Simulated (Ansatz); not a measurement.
**Sb (Pm-3m, 1 atom in the cell): Grüneisen parameters**

Does Sb (Pm-3m, 1 atom in the cell) expand much on heating, by its phonons?

Main program and level: Ansatz 0.2.0; DFT PBEsol, scalar-relativistic, plane waves, norm-conserving pseudopotentials.

This is not the structure that Sb takes at ambient pressure and room temperature (space group No. 166); it is a model or a phase of other conditions.

**1. The starting structure**

The structure is cubic, space group Pm-3m (No. 221). The conventional cell has a = 3.060 Å, b = 3.060 Å, c = 3.060 Å, α = 90.00°, β = 90.00°, γ = 90.00°. Sb has 6 Sb at 3.06 Å nearest.

**2. Response at finite wavevector**

The cell comes from relaxations at this level that are not shown. Stability and thermal properties need the whole zone. Linear response on a 4×4×4 q mesh gives force constants as far as a supercell of that size would.

The input, input.yaml:

```yaml
crystal:
  lattice:
    - [3.0602051925, 0.0, 0.0]
    - [0.0, 3.0602051925, 0.0]
    - [0.0, 0.0, 3.0602051925]
  atoms:
    - { symbol: Sb, position: [0.0, 0.0, 0.0] }
kpoints:
  mp_grid: { grid: [12, 12, 12] }
hamiltonian:
  xc: pbesol
  pseudopotentials: { kind: nc }
scf:
  occupations: { method: methfessel_paxton, width: 0.15 }
output:
  eigenvalues: true
phonons:
  method: dfpt
  qmesh: [4, 4, 4]
  temperatures: { t_max: 1000, t_step: 50 }
  qpath:
    path:
      - [[0.0, 0.0, 0.0], [0.0, 0.5, 0.0], [0.5, 0.5, 0.0], [0.0, 0.0, 0.0], [0.5, 0.5, 0.5], [0.0, 0.5, 0.0]]
      - [[0.5, 0.5, 0.5], [0.5, 0.5, 0.0]]
    npoints: 10
```

Launch:

```bash
ansatz run input.yaml --threads 4 --pin off --max-ram 7168MiB --backend cpu --events-out ev --progress --plain --runs-dir out
```

Numbers of over 12 decimals in the logs are rounded to 6 here.

Log:

```text
Engine: ansatz 0.2.0, aarch64-unknown-linux-gnu
Pseudopotentials: kind: nc
Pseudopotential: Sb, nc, valence charge 15, recommended cutoff 1088.45545 eV (normal), Sb.nc.azcp (PseudoDojo's, or run here from an input of PseudoDojo's: the run reads no file of this project's for it)
Functional definition: PBEsol
  exchange = pbesol_x
  correlation = pbesol_c
Crystal: 1 atoms, lattice volume = 28.658 Å³
Basis set: ecut = 1088.45545 eV, 2325 PW (Γ), exchange–correlation on 72×72×72 points (8 copies of the dense FFT grid, shifted against one another)
Bands: 12, of which v1, the nominal top of the filled ones, is band 8 counted from 1 (7 counted from 0)
Symmetry: 48 space group operations
k-points: 84 of 1728
Non-local potential: Sb, projectors of the file, l = 0: 2, l = 1: 2, l = 2: 2, l = 3: 2
Initial density: superposition of atomic densities (chi_scale 0.1, normalization cell)
Initial wavefunctions: pseudopotential atomic-orbital guess
Functional: x = pbesol(κ = 0.804, μ = 0.123457), c = pbesol(β = 0.046)
SCF iter   1: F=—  HF=-2469.728739 eV  |F-HF|=—  |Δ(HF+E_count)|=         —  Δρ=1.25e-2  dr2=3.61e-2  ethr=3.10e-3  ⟨swp⟩=5.5  Hψ=6371  notcnv=0
preconditioner: auto → none  [metal: Δε(μ)=0.092 eV  Ē_g=12.394 eV  σ=0.150 eV  W_gap=0.47  n_scr=6 (ndim 8)  ℏωp=15.5 eV  f_vac=0.000  D(μ)=0.78/eV (n_scr^D=6)  sad-step TF]
SCF iter   2: F=—  HF=-2469.725874 eV  |F-HF|=—  |Δ(HF+E_count)|=   2.86e-3  S|Δr|=    0.00e0  Δρ=8.11e-3  dr2=1.49e-2  ethr=2.41e-4  ⟨swp⟩=1.2  Hψ=1695  notcnv=0
SCF iter   3: F=—  HF=-2469.724520 eV  |F-HF|=—  |Δ(HF+E_count)|=   1.35e-3  S|Δr|=    0.00e0  Δρ=4.75e-4  dr2=6.13e-5  ethr=9.95e-5  ⟨swp⟩=1.4  Hψ=1145  notcnv=0
SCF iter   4: F=—  HF=-2469.724575 eV  |F-HF|=—  |Δ(HF+E_count)|=   5.48e-5  S|Δr|=    0.00e0  Δρ=2.92e-4  dr2=8.60e-6  ethr=4.09e-7  ⟨swp⟩=2.0  Hψ=1608  notcnv=0
SCF iter   5: F=—  HF=-2469.724578 eV  |F-HF|=—  |Δ(HF+E_count)|=   2.51e-6  S|Δr|=    0.00e0  Δρ=7.45e-5  dr2=6.03e-7  ethr=5.73e-8  ⟨swp⟩=2.0  Hψ=1594  notcnv=0
SCF iter   6: F=—  HF=-2469.724585 eV  |F-HF|=—  |Δ(HF+E_count)|=   7.53e-6  S|Δr|=    0.00e0  Δρ=3.43e-5  dr2=1.17e-7  ethr=4.02e-9  ⟨swp⟩=2.1  Hψ=1556  notcnv=0
SCF iter   7: F=—  HF=-2469.724585 eV  |F-HF|=—  |Δ(HF+E_count)|=   5.43e-8  S|Δr|=    0.00e0  Δρ=4.54e-6  dr2=2.12e-9  ethr=7.80e-10  ⟨swp⟩=2.0  Hψ=1404  notcnv=0
SCF iter   8: F=—  HF=-2469.724585 eV  |F-HF|=—  |Δ(HF+E_count)|=   1.25e-9  S|Δr|=    0.00e0  Δρ=5.71e-7  dr2=4.33e-11  ethr=1.41e-11  ⟨swp⟩=2.0  Hψ=1495  notcnv=0
SCF iter   9: F=-2469.724585 eV  HF=-2469.724585 eV  |F-HF|=4.55e-13  |Δ(HF+E_count)|=  2.68e-11  S|Δr|=    0.00e0  Δρ=6.56e-8  dr2=3.70e-13  ethr=1.00e-12  ⟨swp⟩=8.3  Hψ=5586  notcnv=0
SCF 1 converged in 9 iterations: F = -2469.724585 eV  dr2 = 3.70e-13
NSCF: frozen V_eff on 84 k-points
WARN: eigensolver did not converge in 17 slots of this pass, the one above among them; of largest residual over every band (k=18): 1 band(s) unlocked (lowest unlocked band 11, counted from 0; max residual 5.70e-4 eV among the unlocked bands, 5.70e-4 eV over every band); of lowest unlocked band (k=3): band 11
NSCF: frozen V_eff on 196 k-points
DFPT response loops at q = (0, 0, 0) (fractional): preconditioner auto → Kerker (q_TF=auto, 2.449 Å⁻¹) (partly filled bands, converged f_vac=0.000); β = 1.00, the filter's whole step (`scf.mixing.beta` (0.50) is not read by the response loops under this deck's `scf.mixing.preconditioner`; to damp them name `kerker` or `kerker_dos`, under which they read `scf.mixing.beta`, and type it under 1.00, their step now; both keys bind the ground state too); Broyden in place of MSR1
NSCF: frozen V_eff on 1176 k-points
DFPT response loops at q = (0, 0, 0.25) (fractional): mixed as the last ones told, above
NSCF: frozen V_eff on 686 k-points
DFPT response loops at q = (0, 0, -0.5) (fractional): mixed as the last ones told, above
NSCF: frozen V_eff on 2016 k-points
DFPT response loops at q = (0, 0.25, 0.25) (fractional): mixed as the last ones told, above
NSCF: frozen V_eff on 1176 k-points
DFPT response loops at q = (0, 0.25, -0.5) (fractional): mixed as the last ones told, above
NSCF: frozen V_eff on 686 k-points
DFPT response loops at q = (0, -0.5, -0.5) (fractional): mixed as the last ones told, above
NSCF: frozen V_eff on 1872 k-points
DFPT response loops at q = (0.25, 0.25, 0.25) (fractional): mixed as the last ones told, above
NSCF: frozen V_eff on 2016 k-points
DFPT response loops at q = (0.25, 0.25, -0.5) (fractional): mixed as the last ones told, above
NSCF: frozen V_eff on 1176 k-points
DFPT response loops at q = (0.25, -0.5, -0.5) (fractional): mixed as the last ones told, above
NSCF: frozen V_eff on 392 k-points
DFPT response loops at q = (-0.5, -0.5, -0.5) (fractional): mixed as the last ones told, above
SCF converged after 9 iterations
Stability not checked: this state was not tested for a lower state beside it, because cold or Methfessel-Paxton smearing, or corrected tetrahedra, fill the levels in a way that the test cannot read (fill_not_monotonic; see scf.lower_state_search)
Free energy (F): -2469.724585 eV
Harris-Foulkes:  -2469.724585 eV  (|F-HF|=4.55e-13)
Internal energy: -2469.724077 eV  (E = F + TS)
E sigma→0 (E₀):  -2469.724458 eV
Entropy (-TS):   -0.000509 eV (-0.509 meV/atom)
Fermi energy:    10.999991 eV
--- Per-component energies (eV) ---
  E_band       = -153.486293
  E_kinetic    = 1449.385843
  E_local      = -1085.980896  (includes V_loc(G=0)·N_el)
  E_nonlocal   = -1299.900006
  E_hartree    = 580.027066
  E_xc         = -611.295115
  E_vxc        = -377.045359  (∫ρ·V_xc dr)
  E_ewald      = -1501.960969
  E_smearing   = -0.000509  (= −TS)
  E_closure    = 0.000000  (closes the sum)
  Σ components = -2469.724585   (vs F -2469.724585, Δ=0.00e0)
--- Band table (eV; the first three rows and the last of 84) ---
  k-point 0: bands = [... 4 lower, -18.0861, -1.8138, 14.2588, 14.2588, 14.2588, 18.1072, 18.1072, 19.2839]
  k-point 1: bands = [... 4 lower, -18.0858, -1.7089, 12.9941, 14.3634, 14.3634, 18.1939, 18.7728, 20.1459]
  k-point 2: bands = [... 4 lower, -18.0851, -1.3974, 10.8790, 14.6668, 14.6668, 18.4532, 19.1833, 22.6236]
  k-point 83: bands = [... 4 lower, -18.0015, 6.5597, 9.2180, 9.2180, 9.2180, 15.7282, 15.7282, 15.7282]
--- Phonons (Γ-DFPT): 1 representative perturbation + reference (Σ response iterations 3) ---
  ASR residual: 1.371e-4 → 0.000e0 eV/Å²; symmetrization residual: 8.132e-20 eV/Å²
  ASR residual per site (eV/Å²): 1.37e-4
  Γ frequencies (cm⁻¹): 0.00 0.00 0.00
--- Phonons (arbitrary-q DFPT): 10 irreducible q on the 4×4×4 mesh ---
  q = [0.0000, 0.0000, 0.0000] (star 1, of the zone-centre solve; hermiticity 1.61e-25, symmetrization 5.93e-16): 0.00 0.00 0.00
  q = [0.0000, 0.0000, 0.2500] (star 6, 2 solved perturbations in 924 linear systems a pass and spin channel, the states on 588 of 1728 k-point pairs; hermiticity 1.08e-12, symmetrization 3.49e-12, the responses' own estimated error 4.1e-4 eV/Å²): 29.91 29.91 96.38
  q = [0.0000, 0.0000, -0.5000] (star 3, 2 solved perturbations in 539 linear systems a pass and spin channel, the states on 343 of 1728 k-point pairs; hermiticity 2.43e-14, symmetrization 4.54e-12, the responses' own estimated error 3.5e-4 eV/Å²): 35.43 35.43 103.47
  q = [0.0000, 0.2500, 0.2500] (star 12, 2 solved perturbations in 1554 linear systems a pass and spin channel, the states on 1008 of 1728 k-point pairs; hermiticity 3.68e-14, symmetrization 4.10e-12, the responses' own estimated error 4.4e-4 eV/Å²): 43.04 99.03 117.86
  q = [0.0000, 0.2500, -0.5000] (star 12, 3 solved perturbations on 588 of 1728 k-point pairs; hermiticity 6.24e-14, symmetrization 3.07e-14, the responses' own estimated error 3.6e-4 eV/Å²): 46.79 86.09 109.39
  q = [0.0000, -0.5000, -0.5000] (star 3, 2 solved perturbations in 539 linear systems a pass and spin channel, the states on 343 of 1728 k-point pairs; hermiticity 2.64e-13, symmetrization 4.32e-12, the responses' own estimated error 3.5e-4 eV/Å²): 45.83 86.76 86.76
  q = [0.2500, 0.2500, 0.2500] (star 8, 1 solved perturbation on 936 of 1728 k-point pairs; hermiticity 1.35e-13, symmetrization 4.12e-12, the responses' own estimated error 4.4e-4 eV/Å²): 108.05 108.05 126.84
  q = [0.2500, 0.2500, -0.5000] (star 12, 2 solved perturbations in 1554 linear systems a pass and spin channel, the states on 1008 of 1728 k-point pairs; hermiticity 2.21e-14, symmetrization 2.62e-12, the responses' own estimated error 3.5e-4 eV/Å²): 74.43 105.99 115.65
  q = [0.2500, -0.5000, -0.5000] (star 6, 2 solved perturbations in 924 linear systems a pass and spin channel, the states on 588 of 1728 k-point pairs; hermiticity 3.15e-13, symmetrization 3.63e-12, the responses' own estimated error 3.5e-4 eV/Å²): 50.34 50.34 105.91
  q = [-0.5000, -0.5000, -0.5000] (star 1, 1 solved perturbation on 196 of 1728 k-point pairs; hermiticity 2.54e-13, symmetrization 4.39e-12, the responses' own estimated error 1.6e-4 eV/Å²): -131.65 -131.65 -131.65
  sum rule: each row above includes the acoustic sum rule's correction from the zone centre's row sums; it moved no ω² by more than (0.55 cm⁻¹)²
  mesh force constants: q→R imaginary residual 0.00e0; ASR residual 1.371e-4 → 0.000e0 eV/Å²; symmetrization residual 4.441e-15 eV/Å²
  interpolated dispersion: 62 rows × 3 modes
  density of states and harmonic sums: on the 20×20×20 q-mesh, interpolated from the force constants of a 4×4×4 supercell (no non-analytic term)
  largest difference from the sums on the solved wave vectors: F 1.57e-2 eV, S 1.66e-5 and C_V 3.01e-6 eV/K
  zero-point energy: 0.015460 eV/cell   skipped modes (ω ≤ 0): 54, of them read as no rigid motion or as one in doubt: 51 (1.031e-1 modes/cell left out, lowest -131.65 cm⁻¹)   left out of the sums: 3.45e-2 of the cell's modes: C_V's classical limit lies that fraction below 3 k_B per atom; for a crystal, a wire or a layer, F and S can be off by more, and a phonons.interpolated_qmesh denser along its periods is the remedy for the sampling
```

Elapsed: 2.6 min, on 4 threads of Arm Neoverse V2, shared host; peak memory 2.6 GiB.

This step gave:

```yaml
volume_per_atom: 28.66 Å³
gap_on_the_k_mesh: 0 eV
sum_rule_residual_before_enforcement: 1.37e-4 eV/Å²
lowest_frequency_on_the_path: -131.7 cm⁻¹
highest_frequency_on_the_path_or_at_a_solved_wavevector: 126.8 cm⁻¹
lowest_mode_on_the_q_mesh_acoustic_modes_at_gamma_apart: -131.7 cm⁻¹
```

Frequencies (cm⁻¹) solved at each irreducible wavevector; negative means imaginary. Frequencies by wavevector, by row:

```
q in reciprocal lattice units  star  mode 1  mode 2  mode 3
                        0 0 0     1       0       0       0
                     0 0 0.25     6    29.9    29.9    96.4
                     0 0 -0.5     3    35.4    35.4   103.5
                  0 0.25 0.25    12      43      99   117.9
                  0 0.25 -0.5    12    46.8    86.1   109.4
                  0 -0.5 -0.5     3    45.8    86.8    86.8
               0.25 0.25 0.25     8     108     108   126.8
               0.25 0.25 -0.5    12    74.4     106   115.7
               0.25 -0.5 -0.5     6    50.3    50.3   105.9
               -0.5 -0.5 -0.5     1  -131.7  -131.7  -131.7
```

Symmetry leaves 10 wavevectors to solve. The lowest mode among them, the acoustic zeros apart, lies at q = (-0.5, -0.5, -0.5) and is imaginary, 131.7i cm⁻¹, so the energy falls along it.

**3. Relaxing at another volume, volume ratio 0.97**

The volume is scaled by 0.97 and held; symmetry leaves nothing to relax, so this is a single point. The modes can then be followed against volume.

input.yaml, the sections that differ from step 2:

```yaml
crystal:
  lattice:
    - [3.0292919154, 0.0, 0.0]
    - [0.0, 3.0292919154, 0.0]
    - [0.0, 0.0, 3.0292919154]
  atoms:
    - { symbol: Sb, position: [0.0, 0.0, 0.0] }
output:
  forces: true
  stress: true
  eigenvalues: true
# kpoints, hamiltonian, scf: as in step 2
# phonons: removed
```

Log:

```text
[...]
Crystal: 1 atoms, lattice volume = 27.799 Å³
Basis set: ecut = 1088.45545 eV, 2301 PW (Γ), exchange–correlation on 72×72×72 points (8 copies of the dense FFT grid, shifted against one another)
Bands: 12, of which v1, the nominal top of the filled ones, is band 8 counted from 1 (7 counted from 0)
Symmetry: 48 space group operations
[...]
k-points: 84 of 1728
[...]
--- Band table (eV; the first three rows and the last of 84) ---
  k-point 0: bands = [... 4 lower, -17.6139, -1.5579, 14.8411, 14.8411, 14.8411, 18.6585, 18.6585, 19.9835]
  k-point 1: bands = [... 4 lower, -17.6136, -1.4497, 13.5325, 14.9501, 14.9501, 18.7464, 19.3762, 20.8385]
  k-point 2: bands = [... 4 lower, -17.6128, -1.1280, 11.3594, 15.2662, 15.2662, 19.0095, 19.8186, 23.3457]
  k-point 83: bands = [... 4 lower, -17.5219, 7.2548, 9.6614, 9.6614, 9.6614, 16.1932, 16.1932, 16.1932]
[key lines of the parts left out:]
SCF converged after 7 iterations
Free energy (F): -2469.719488 eV
Fermi energy:    11.513025 eV
P = ⅓ Tr σ = 1.9531 GPa (19.531 kbar)
```

Elapsed: 1.4 s, on 4 threads; peak memory 0.37 GiB; 5.3 s of CPU time.

Numbers from this step:

- pressure: 1.953 GPa
- volume per atom: 27.80 Å³

The run ends at a pressure of 1.95 GPa.

**4. Phonons at the other volume, volume ratio 0.97**

The phonons are repeated at this volume on the same k and q meshes.

input.yaml, the sections that differ from step 3:

```yaml
output:
  eigenvalues: true
phonons:
  method: dfpt
  qmesh: [4, 4, 4]
  temperatures: { t_max: 1000, t_step: 50 }
  qpath:
    path:
      - [[0.0, 0.0, 0.0], [0.0, 0.5, 0.0], [0.5, 0.5, 0.0], [0.0, 0.0, 0.0], [0.5, 0.5, 0.5], [0.0, 0.5, 0.0]]
      - [[0.5, 0.5, 0.5], [0.5, 0.5, 0.0]]
    npoints: 10
# crystal, kpoints, hamiltonian, scf: as in step 3
```

Log:

```text
[...]
Crystal: 1 atoms, lattice volume = 27.799 Å³
Basis set: ecut = 1088.45545 eV, 2301 PW (Γ), exchange–correlation on 72×72×72 points (8 copies of the dense FFT grid, shifted against one another)
Bands: 12, of which v1, the nominal top of the filled ones, is band 8 counted from 1 (7 counted from 0)
Symmetry: 48 space group operations
k-points: 84 of 1728
[...]
SCF iter   1: F=—  HF=-2469.724096 eV  |F-HF|=—  |Δ(HF+E_count)|=         —  Δρ=1.31e-2  dr2=3.79e-2  ethr=3.10e-3  ⟨swp⟩=5.5  Hψ=6349  notcnv=0
[...]
SCF iter   9: F=-2469.719488 eV  HF=-2469.719488 eV  |F-HF|=1.36e-12  |Δ(HF+E_count)|=  3.68e-11  S|Δr|=    0.00e0  Δρ=1.87e-7  dr2=2.94e-12  ethr=1.00e-12  ⟨swp⟩=8.3  Hψ=5720  notcnv=0
SCF 1 converged in 9 iterations: F = -2469.719488 eV  dr2 = 2.94e-12
NSCF: frozen V_eff on 84 k-points
[...]
SCF converged after 9 iterations
[...]
Free energy (F): -2469.719488 eV
[...]
Internal energy: -2469.718775 eV  (E = F + TS)
E sigma→0 (E₀):  -2469.719309 eV
Entropy (-TS):   -0.000713 eV (-0.713 meV/atom)
Fermi energy:    11.513027 eV
[...]
--- Band table (eV; the first three rows and the last of 84) ---
  k-point 0: bands = [... 4 lower, -17.6140, -1.5579, 14.8411, 14.8411, 14.8411, 18.6585, 18.6585, 19.9835]
  k-point 1: bands = [... 4 lower, -17.6137, -1.4497, 13.5325, 14.9501, 14.9501, 18.7464, 19.3762, 20.8385]
  k-point 2: bands = [... 4 lower, -17.6129, -1.1280, 11.3594, 15.2662, 15.2662, 19.0095, 19.8186, 23.3457]
  k-point 83: bands = [... 4 lower, -17.5220, 7.2548, 9.6614, 9.6614, 9.6614, 16.1932, 16.1932, 16.1932]
[...]
ASR residual: 3.725e-4 → 0.000e0 eV/Å²; symmetrization residual: 1.626e-19 eV/Å²
  ASR residual per site (eV/Å²): 3.72e-4
  Γ frequencies (cm⁻¹): 0.00 0.00 0.00
--- Phonons (arbitrary-q DFPT): 10 irreducible q on the 4×4×4 mesh ---
[...]
interpolated dispersion: 62 rows × 3 modes
[...]
```

Wall time 2.5 min (4 threads); peak memory 2.5 GiB; 9.9 min of CPU time.

This step gave:

| Property | Result |
| --- | --- |
| sum-rule residual before enforcement | 3.72e-4 eV/Å² |
| lowest frequency on the path | -120.1 cm⁻¹ |
| highest frequency on the path or at a solved wavevector | 134.9 cm⁻¹ |
| lowest mode on the q mesh (acoustic modes at Γ apart) | -120.1 cm⁻¹ |

Frequencies (cm⁻¹) solved at each irreducible wavevector; negative means imaginary. Frequencies by wavevector, by row:

```
q in reciprocal lattice units  star  mode 1  mode 2  mode 3
                        0 0 0     1       0       0       0
                     0 0 0.25     6    29.7    29.7   101.5
                     0 0 -0.5     3    34.9    34.9     121
                  0 0.25 0.25    12    42.2   105.3   123.9
                  0 0.25 -0.5    12    45.6   102.1   115.8
                  0 -0.5 -0.5     3    44.2   105.4   105.4
               0.25 0.25 0.25     8   113.4   113.4   134.9
               0.25 0.25 -0.5    12    94.9   112.8   122.8
               0.25 -0.5 -0.5     6      76      76   112.3
               -0.5 -0.5 -0.5     1  -120.1  -120.1  -120.1
```

The highest frequency on the path or at a solved wavevector is 134.9 cm⁻¹, +8.1 cm⁻¹ against the base run.

[end of part 1 of 2]

[Logs are printed without paths, hosts, clocks, repeated set-up lines and the standing remarks that a program may print on its own settings, such as how far it seeks lower states.]

[Hosts, paths, dates, database ids (printed as entryN), source tags and the programs' standing remarks are cut or masked in the printed files.]
